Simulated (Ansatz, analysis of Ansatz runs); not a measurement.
## Interstitial H in hcp Sc, hop from a tetrahedral to the next octahedral site: migration barrier, LDA

How near does this set-up come to the measured migration barrier? Subject: interstitial H in hcp Sc, hop from a tetrahedral to the next octahedral site. Set-up: LDA, 36-site cell, LDA lattice, 420 eV, k: 3x3x3 Gamma-centred. The model is a cell of 36 host atoms with 1 H put in. The barrier is the energy of the highest image of a climbing band over the relaxed site that the atom leaves. A local or semilocal functional is the cheapest first rung.

Measured beforehand: Migration barrier: 0.54 eV, by proton and 45Sc NMR (quoted in “Explainable Machine Learning for Hydrogen Diffusion in Metals and Random Binary Alloys”, 2023, G. M. Lu et al., quoting earlier work (1987)). The calculation is set beside it at the end.

Calculated with Ansatz 0.2.0; plane-wave PAW DFT, LDA; relaxation of all atoms of a defect supercell.

### Step 1. The structure

The cell holds 37 atoms: 36 Sc and 1 H. Its edges and angles: a = 9.697 Å, b = 9.697 Å, c = 9.940 Å, α = 90.0°, β = 90.0°, γ = 120.0°. It derives from Sc (space group P6_3/mmc). Nearest the centre at fractional (0.444, 0.556, 0.438): H37 at 0.00 Å, Sc19 at 1.86 Å, Sc6 at 1.97 Å, Sc22 at 1.97 Å, Sc18 at 1.97 Å, Sc17 at 3.11 Å, Sc7 at 3.73 Å, Sc23 at 3.73 Å.

The host's primitive cell comes from a first run (plane-wave PAW DFT, LDA; relaxation of the host's cell and atoms): vectors of 3.232, 3.232 and 4.970 Å. That is 22.49 Å³ an atom, 10.1 % under the diffraction cell's volume. The supercell is built on it.

### Step 2. Relaxation, charge 0

A barrier counts from a true minimum, so both ends of the jump are relaxed first.

The input, start/input.yaml:

```yaml
relax:
  f_tol: 0.02
  max_steps: 80
  escape_saddle: false
crystal:
  lattice:
    - [9.69742949, 0.0, 0.0]
    - [-4.84871475, 8.39822029, 0.0]
    - [0.0, 0.0, 9.93979703]
  atoms:
    - { symbol: Sc, position: [0.111111111, 0.222222222, 0.125] }
    - { symbol: Sc, position: [0.222222222, 0.111111111, 0.375] }
    - { symbol: Sc, position: [0.111111111, 0.222222222, 0.625] }
    - { symbol: Sc, position: [0.222222222, 0.111111111, 0.875] }
    - { symbol: Sc, position: [0.111111111, 0.555555556, 0.125] }
    - { symbol: Sc, position: [0.222222222, 0.444444444, 0.375] }
    - { symbol: Sc, position: [0.111111111, 0.555555556, 0.625] }
    - { symbol: Sc, position: [0.222222222, 0.444444444, 0.875] }
    - { symbol: Sc, position: [0.111111111, 0.888888889, 0.125] }
    - { symbol: Sc, position: [0.222222222, 0.777777778, 0.375] }
    - { symbol: Sc, position: [0.111111111, 0.888888889, 0.625] }
    - { symbol: Sc, position: [0.222222222, 0.777777778, 0.875] }
    - { symbol: Sc, position: [0.444444444, 0.222222222, 0.125] }
    - { symbol: Sc, position: [0.555555556, 0.111111111, 0.375] }
    - { symbol: Sc, position: [0.444444444, 0.222222222, 0.625] }
    - { symbol: Sc, position: [0.555555556, 0.111111111, 0.875] }
    - { symbol: Sc, position: [0.444444444, 0.555555556, 0.125] }
    - { symbol: Sc, position: [0.555555556, 0.444444444, 0.375] }
    - { symbol: Sc, position: [0.444444444, 0.555555556, 0.625] }
    - { symbol: Sc, position: [0.555555556, 0.444444444, 0.875] }
    - { symbol: Sc, position: [0.444444444, 0.888888889, 0.125] }
    - { symbol: Sc, position: [0.555555556, 0.777777778, 0.375] }
    - { symbol: Sc, position: [0.444444444, 0.888888889, 0.625] }
    - { symbol: Sc, position: [0.555555556, 0.777777778, 0.875] }
    - { symbol: Sc, position: [0.777777778, 0.222222222, 0.125] }
    - { symbol: Sc, position: [0.888888889, 0.111111111, 0.375] }
    - { symbol: Sc, position: [0.777777778, 0.222222222, 0.625] }
    - { symbol: Sc, position: [0.888888889, 0.111111111, 0.875] }
    - { symbol: Sc, position: [0.777777778, 0.555555556, 0.125] }
    - { symbol: Sc, position: [0.888888889, 0.444444444, 0.375] }
    - { symbol: Sc, position: [0.777777778, 0.555555556, 0.625] }
    - { symbol: Sc, position: [0.888888889, 0.444444444, 0.875] }
    - { symbol: Sc, position: [0.777777778, 0.888888889, 0.125] }
    - { symbol: Sc, position: [0.888888889, 0.777777778, 0.375] }
    - { symbol: Sc, position: [0.777777778, 0.888888889, 0.625] }
    - { symbol: Sc, position: [0.888888889, 0.777777778, 0.875] }
    - { symbol: H, position: [0.444444001, 0.555555999, 0.4375] }
basis:
  ecutwfc: 420
  xc_grid: 2
hamiltonian:
  xc: lda
kpoints:
  mp_grid: { grid: [3, 3, 3] }
scf:
  occupations: { method: methfessel_paxton, width: 0.1 }
  max_iter: 120
output:
  forces: true
checkpoint:
  write: "../start.run"
  compress: false
  write_wavefunctions: true
  write_every: 100000
```

On the command line:

```bash
$ ansatz run input.yaml --threads 8 --pin off --max-ram 14131MiB --backend cpu --events-out ev --progress --plain --runs-dir out
```

Numbers of over 12 decimals in the logs are rounded to 6 here.

Log:

```text
[... repeated set-up lines and file paths are left out, and long positions are rounded to six places ...]
Warning: the atoms were moved onto the symmetric positions of the space group found under crystal.symmetry.tolerance 1.0e-5 (fractional; [...]
Engine: ansatz 0.2.0, aarch64-unknown-linux-gnu
Pseudopotentials: kind: paw
Pseudopotential: Sc, paw, valence charge 11, recommended cutoff 420 eV (normal), Sc.paw.azcp
Pseudopotential: H, paw, valence charge 1, recommended cutoff 420 eV (normal), H.paw.azcp
Functional definition: SPW92
  exchange = slater_x
  correlation = pw_c
Crystal: 37 atoms, lattice volume = 809.508 Å³
Basis set: ecut = 420 eV, 15885 PW (Γ), exchange–correlation on 144×144×144 points (8 copies of the dense FFT grid, shifted against one another)
Bands: 239, of which v1, the nominal top of the filled ones, is band 199 counted from 1 (198 counted from 0)
Symmetry: 6 space group operations
Space group: P3m1 (ITA 156), of the structure as read, at distance tolerance 9.3e-5 Å
k-points: 7 of 27 (time reversal used)
Non-local potential: Sc, projectors of the file, l = 0: 3, l = 1: 2, l = 2: 3, l = 3: 1
Non-local potential: H, projectors of the file, l = 0: 2, l = 1: 1
PAW form: soft (Blöchl's): semilocal exchange-correlation on the pseudo side does not see the compensation charge
PAW frozen core: Sc, regenerated for the run's functional, and the local potential with it (the file was generated under x = pbe(κ = 0.804, μ = 0.219515), c = pbe(β = 0.066725))
PAW one-centre angular grid: Sc, 590 points (default); XC on 64 Gauss nodes
PAW one-centre angular grid: H, 110 points (default); XC on 64 Gauss nodes
Initial density: superposition of atomic densities (neutral atoms: chi_scale 0, normalization atom), corrected by the library's trained network
Initial wavefunctions: pseudopotential atomic-orbital guess
Functional: x = slater, c = lda
SCF iter   1: F=—  HF=-75221.212540 eV  |F-HF|=—  |Δ(HF+E_count)|=         —  Δρ=6.06e-3  dr2=7.05e-1  ethr=1.77e-3  ⟨swp⟩=8.7  Hψ=7768  notcnv=0
preconditioner: auto → Kerker (q_TF=auto, 2.423 Å⁻¹)  [metal: Δε(μ)=0.018 eV  Ē_g=2.218 eV  σ=0.100 eV  W_gap=0.15  n_scr=210 (ndim 8)  ℏωp=13.6 eV  f_vac=0.000  D(μ)=52.23/eV (n_scr^D=550)]
SCF iter   2: F=—  HF=-75221.175786 eV  |F-HF|=—  |Δ(HF+E_count)|=   3.68e-2  S|Δr|=    0.00e0  Δρ=3.03e-3  dr2=1.05e-1  ethr=1.78e-4  ⟨swp⟩=2.4  Hψ=2300  notcnv=0  defer=3
SCF iter   3: F=—  HF=-75221.171963 eV  |F-HF|=—  |Δ(HF+E_count)|=   3.82e-3  S|Δr|=    0.00e0  Δρ=7.79e-4  dr2=4.69e-3  ethr=2.64e-5  ⟨swp⟩=2.0  Hψ=1923  notcnv=0  defer=3
SCF iter   4: F=—  HF=-75221.171857 eV  |F-HF|=—  |Δ(HF+E_count)|=   1.05e-4  S|Δr|=    0.00e0  Δρ=1.38e-4  dr2=2.19e-4  ethr=1.18e-6  ⟨swp⟩=2.6  Hψ=2073  notcnv=0  defer=9
SCF iter   5: F=—  HF=-75221.171837 eV  |F-HF|=—  |Δ(HF+E_count)|=   2.04e-5  S|Δr|=    0.00e0  Δρ=4.83e-5  dr2=2.44e-5  ethr=5.51e-8  ⟨swp⟩=2.6  Hψ=2067  notcnv=0  defer=10
SCF iter   6: F=-75221.171834 eV  HF=-75221.171835 eV  |F-HF|=8.78e-7  |Δ(HF+E_count)|=   2.41e-6  S|Δr|=    0.00e0  Δρ=1.14e-5  dr2=1.49e-6  ethr=2.52e-9  ⟨swp⟩=4.1  Hψ=4494  notcnv=0
SCF 1 converged in 6 iterations: F = -75221.171834 eV  dr2 = 1.49e-6
  greatest PAW one-centre occupation: 0.998 electrons in one spin orbital (limit 2), on the Sc atom at site 33 (counted from 0), in its partial waves of l = 0
relax step   1: F+E_penalty+E_count = -75221.17183381 eV  Δ(F+E_penalty+E_count) = +0.000e0 eV  max|allowed force component| = 7.203e-1 eV/Å  Δτ_max = 0.0000 Å  (6 SCF iters, dr2 threshold 1.00e-5 eV, accepted)
[... the SCF cycles and remarks between the steps are left out from here to the last step ...]
relax step   2: F+E_penalty+E_count = -75221.23529871 eV  Δ(F+E_penalty+E_count) = -6.346e-2 eV  max|allowed force component| = 3.569e-1 eV/Å  Δτ_max = 0.1686 Å  (5 SCF iters, dr2 threshold 3.24e-5 eV, accepted)
relax step   3: F+E_penalty+E_count = -75221.24981372 eV  Δ(F+E_penalty+E_count) = -1.452e-2 eV  max|allowed force component| = 3.740e-2 eV/Å  Δτ_max = 0.0613 Å  (5 SCF iters, dr2 threshold 7.96e-6 eV, accepted)
SCF iter   1: F=—  HF=-75221.250729 eV  |F-HF|=—  |Δ(HF+E_count)|=         —  Δρ=3.46e-4  dr2=5.08e-3  ethr=2.25e-5  ⟨swp⟩=4.0  Hψ=3137  notcnv=0  defer=31
SCF iter   2: F=—  HF=-75221.250458 eV  |F-HF|=—  |Δ(HF+E_count)|=   2.71e-4  S|Δr|=    0.00e0  Δρ=1.50e-4  dr2=5.81e-4  ethr=1.28e-6  ⟨swp⟩=1.0  Hψ=1925  notcnv=0  defer=25
SCF iter   3: F=—  HF=-75221.250409 eV  |F-HF|=—  |Δ(HF+E_count)|=   4.98e-5  S|Δr|=    0.00e0  Δρ=4.22e-5  dr2=1.64e-5  ethr=1.46e-7  ⟨swp⟩=2.0  Hψ=1928  notcnv=0  defer=25
SCF iter   4: F=—  HF=-75221.250331 eV  |F-HF|=—  |Δ(HF+E_count)|=   7.78e-5  S|Δr|=    0.00e0  Δρ=7.59e-6  dr2=9.72e-7  ethr=4.13e-9  ⟨swp⟩=3.0  Hψ=2753  notcnv=0  defer=25
SCF iter   5: F=-75221.250331 eV  HF=-75221.250331 eV  |F-HF|=3.98e-8  |Δ(HF+E_count)|=   9.94e-8  S|Δr|=    0.00e0  Δρ=2.10e-6  dr2=5.96e-8  ethr=2.52e-11  ⟨swp⟩=5.0  Hψ=5100  notcnv=0
SCF 4 converged in 5 iterations: F = -75221.250331 eV  dr2 = 5.96e-8
relax step   4: F+E_penalty+E_count = -75221.25033061 eV  Δ(F+E_penalty+E_count) = -5.169e-4 eV  max|allowed force component| = 1.447e-2 eV/Å  Δτ_max = 0.0134 Å  (5 SCF iters, accepted)
NSCF: frozen V_eff on 7 k-points
the band table was solved once a step of the walk had ended and its energy, with any forces and stress, was formed, with the checks that follow a solve (6259 applications of the Hamiltonian). They found nothing against the state; [...]
SCF converged after 5 iterations
Stability not checked: this state was not tested for a lower state beside it, because cold or Methfessel-Paxton smearing, or corrected tetrahedra, fill the levels in a way that the test cannot read (fill_not_monotonic; see scf.lower_state_search)
Free energy (F): -75221.250331 eV
Harris-Foulkes:  -75221.250331 eV  (|F-HF|=3.98e-8)
Internal energy: -75221.279423 eV  (E = F + TS)
E sigma→0 (E₀):  -75221.257604 eV
Entropy (-TS):   0.029093 eV (0.786 meV/atom)
Fermi energy:    10.077660 eV
--- Per-component energies (eV) ---
  E_band       = -5601.209628
  E_kinetic    = 9430.664064
  E_local      = -29111.445222  (includes V_loc(G=0)·N_el)
  E_nonlocal   = 3145.775770
  E_hartree    = 9904.589964
  E_xc         = -3726.972533
  E_vxc        = -4647.052110  (∫ρ·V_xc dr)
  E_paw        = -32767.344713  (= ΣΔE_a)
  E_vpaw       = -4228.330428  (= ΣTr[D̂ρ^β])
  E_aug_tail   = -0.000925  (compensation charges beyond the density's cutoff)
  E_ewald      = -32107.523047
  E_core_change = 10.977220  (= ΣΔE_core)
  E_smearing   = 0.029093  (= −TS)
  E_closure    = -0.000000  (closes the sum)
  Σ components = -75221.250331   (vs F -75221.250331, Δ=0.00e0)
--- Forces (eV/Å), atoms counted from 1 ---
  atom   1  Sc    -0.00038052     0.00006118     0.00012860
  atom   2  Sc    -0.00000000     0.00094143    -0.00040397
  atom   3  Sc     0.00017616    -0.00004100     0.00018364
  atom   4  Sc     0.00000000    -0.00100223    -0.00001347
  atom   5  Sc    -0.00013728    -0.00036013     0.00012860
  atom   6  Sc     0.00031897     0.00018416     0.00061559
  atom   7  Sc     0.00005257     0.00017306     0.00018364
  atom   8  Sc     0.00007219     0.00004168     0.00063058
  atom   9  Sc    -0.00000000    -0.00000000    -0.00063663
  atom  10  Sc     0.00081530    -0.00047071    -0.00040397
  atom  11  Sc    -0.00000000    -0.00000000     0.00119858
  atom  12  Sc    -0.00086796     0.00050112    -0.00001347
  atom  13  Sc     0.00038052     0.00006118     0.00012860
  atom  14  Sc    -0.00166446    -0.00096098    -0.00039031
  atom  15  Sc    -0.00017616    -0.00004100     0.00018364
  atom  16  Sc     0.00023018     0.00013290     0.00047922
  atom  17  Sc    -0.00000000    -0.00000000     0.00229454
  atom  18  Sc    -0.00031897     0.00018416     0.00061559
  atom  19  Sc    -0.00000000    -0.00000000     0.00650279
  atom  20  Sc    -0.00007219     0.00004168     0.00063058
  atom  21  Sc     0.00024324     0.00029895     0.00012860
  atom  22  Sc     0.00000000    -0.00036832     0.00061559
  atom  23  Sc    -0.00012359    -0.00013206     0.00018364
  atom  24  Sc     0.00000000    -0.00008336     0.00063058
  atom  25  Sc    -0.00000000     0.00000000     0.00024899
  atom  26  Sc     0.00166446    -0.00096098    -0.00039031
  atom  27  Sc    -0.00000000    -0.00000000     0.00024303
  atom  28  Sc    -0.00023018     0.00013290     0.00047922
  atom  29  Sc     0.00013728    -0.00036013     0.00012860
  atom  30  Sc    -0.00000000     0.00192196    -0.00039031
  atom  31  Sc    -0.00005257     0.00017306     0.00018364
  atom  32  Sc     0.00000000    -0.00026579     0.00047922
  atom  33  Sc    -0.00024324     0.00029895     0.00012860
  atom  34  Sc    -0.00081530    -0.00047071    -0.00040397
  atom  35  Sc     0.00012359    -0.00013206     0.00018364
  atom  36  Sc     0.00086796     0.00050112    -0.00001347
  atom  37  H      0.00000000    -0.00000000    -0.01447041
  max |Σ_I F_I| component: 7.23e-6 eV/Å
--- Band table (eV; the first three rows and the last of 7) ---
  k-point 0: bands = ["-38.6197", "-38.5855", "-38.5738", "-38.5572", [... 231 left out ...] "11.5539", "11.5539", "11.5832", "11.5832"]
  k-point 1: bands = ["-38.6135", "-38.5935", "-38.5768", "-38.5644", [... 231 left out ...] "11.5004", "11.5647", "11.5855", "11.5855"]
  [... further k-points left out ...]
--- Relaxed structure (4 steps of the walk, 4 accepted, 0 SCFs on fresh bases) ---
  F+E_penalty+E_count = -75221.25033061 eV   max|allowed force component| = 1.447e-2 eV/Å
  atoms:
    - { symbol: Sc, position: [0.111338, 0.222419, 0.126138] }
    - { symbol: Sc, position: [0.221473, 0.109613, 0.375570] }
    - { symbol: Sc, position: [0.110715, 0.221751, 0.625336] }
    - { symbol: Sc, position: [0.222504, 0.111674, 0.876018] }
    - { symbol: Sc, position: [0.111338, 0.555586, 0.126138] }
    - { symbol: Sc, position: [0.220585, 0.443626, 0.375618] }
    - { symbol: Sc, position: [0.110715, 0.555630, 0.625336] }
    - { symbol: Sc, position: [0.219891, 0.443279, 0.874694] }
    - { symbol: Sc, position: [0.111111, 0.888889, 0.124695] }
    - { symbol: Sc, position: [0.221473, 0.778527, 0.375570] }
    - { symbol: Sc, position: [0.111111, 0.888889, 0.626416] }
    - { symbol: Sc, position: [0.222504, 0.777496, 0.876018] }
    - { symbol: Sc, position: [0.444414, 0.222419, 0.126138] }
    - { symbol: Sc, position: [0.555179, 0.110923, 0.375609] }
    - { symbol: Sc, position: [0.444370, 0.221751, 0.625336] }
    - { symbol: Sc, position: [0.555415, 0.111041, 0.875877] }
    - { symbol: Sc, position: [0.444444, 0.555556, 0.114966] }
    - { symbol: Sc, position: [0.556374, 0.443626, 0.375618] }
    - { symbol: Sc, position: [0.444444, 0.555556, 0.626350] }
    - { symbol: Sc, position: [0.556721, 0.443279, 0.874694] }
    - { symbol: Sc, position: [0.444414, 0.888662, 0.126138] }
    - { symbol: Sc, position: [0.556374, 0.779415, 0.375618] }
    - { symbol: Sc, position: [0.444370, 0.889285, 0.625336] }
    - { symbol: Sc, position: [0.556721, 0.780109, 0.874694] }
    - { symbol: Sc, position: [0.777778, 0.222222, 0.126542] }
    - { symbol: Sc, position: [0.889077, 0.110923, 0.375609] }
    - { symbol: Sc, position: [0.777778, 0.222222, 0.625162] }
    - { symbol: Sc, position: [0.888959, 0.111041, 0.875877] }
    - { symbol: Sc, position: [0.777581, 0.555586, 0.126138] }
    - { symbol: Sc, position: [0.889077, 0.444821, 0.375609] }
    - { symbol: Sc, position: [0.778249, 0.555630, 0.625336] }
    - { symbol: Sc, position: [0.888959, 0.444585, 0.875877] }
    - { symbol: Sc, position: [0.777581, 0.888662, 0.126138] }
    - { symbol: Sc, position: [0.890387, 0.778527, 0.375570] }
    - { symbol: Sc, position: [0.778249, 0.889285, 0.625336] }
    - { symbol: Sc, position: [0.888326, 0.777496, 0.876018] }
    - { symbol: H, position: [0.444444, 0.555556, 0.424369] }
```

Elapsed: 87 s, on 8 threads of Arm Neoverse V2, shared host; peak memory 6.7 GiB; 11 min of CPU time.

Relaxation path:

```
step  energy less that of the first step (eV)  largest force component (eV/Å)
   1                                   0.0000                          0.7203
   2                                  -0.0635                          0.3569
   3                                  -0.0780                          0.0374
   4                                  -0.0785                          0.0145
```

The run keeps the 6 symmetry operations that it works with, so distortions that break them were not tested.

The atoms that moved most (Å):

```
atom      dx      dy      dz  length
 H37   0.000   0.000  -0.131   0.131
Sc17   0.000   0.000  -0.100   0.100
 Sc8  -0.017  -0.010  -0.003   0.020
Sc24   0.000   0.020  -0.003   0.020
Sc20   0.017  -0.010  -0.003   0.020
Sc25   0.000   0.000   0.015   0.015
 Sc6  -0.012  -0.007   0.006   0.015
Sc22   0.000   0.014   0.006   0.015
```

Neighbours of H37 at the end:

```csv
atom,distance (Å)
Sc22,1.941
Sc6,1.941
Sc18,1.941
Sc19,2.008
Sc17,3.075
Sc2,3.776
Sc34,3.776
Sc10,3.776
Sc15,3.803
Sc3,3.803
Sc23,3.803
Sc31,3.803
Sc35,3.803
Sc7,3.803
```

Numbers from this step:

```yaml
free_energy: -75221.2503 eV
smearing_term_ts: -0.02909 eV
```

The series, run alike:

| run | outcome | energy less the first (eV) | moment (μB) | time |
| --- | --- | --- | --- | --- |
| relaxation, charge 0 | converged | 0.0000 | 0.00 | 87 s |
| relaxation, charge 0 | converged | 0.1013 | 0.00 | 39 s |

The relaxation ends 2.1 meV an atom lower, with a largest force component of 0.014 eV/Å.

(Continued in part 2 of 2.)

[Logs are printed without paths, hosts, clocks, repeated set-up lines and the standing remarks that a program may print on its own settings, such as how far it seeks lower states.]

[Hosts, paths, dates, database ids (printed as entryN), source tags and the programs' standing remarks are cut or masked in the printed files.]

[For some hosts the program warned that the k-mesh of the response run may be too coarse for force constants and the static dielectric constant; such warnings are not shown here.]
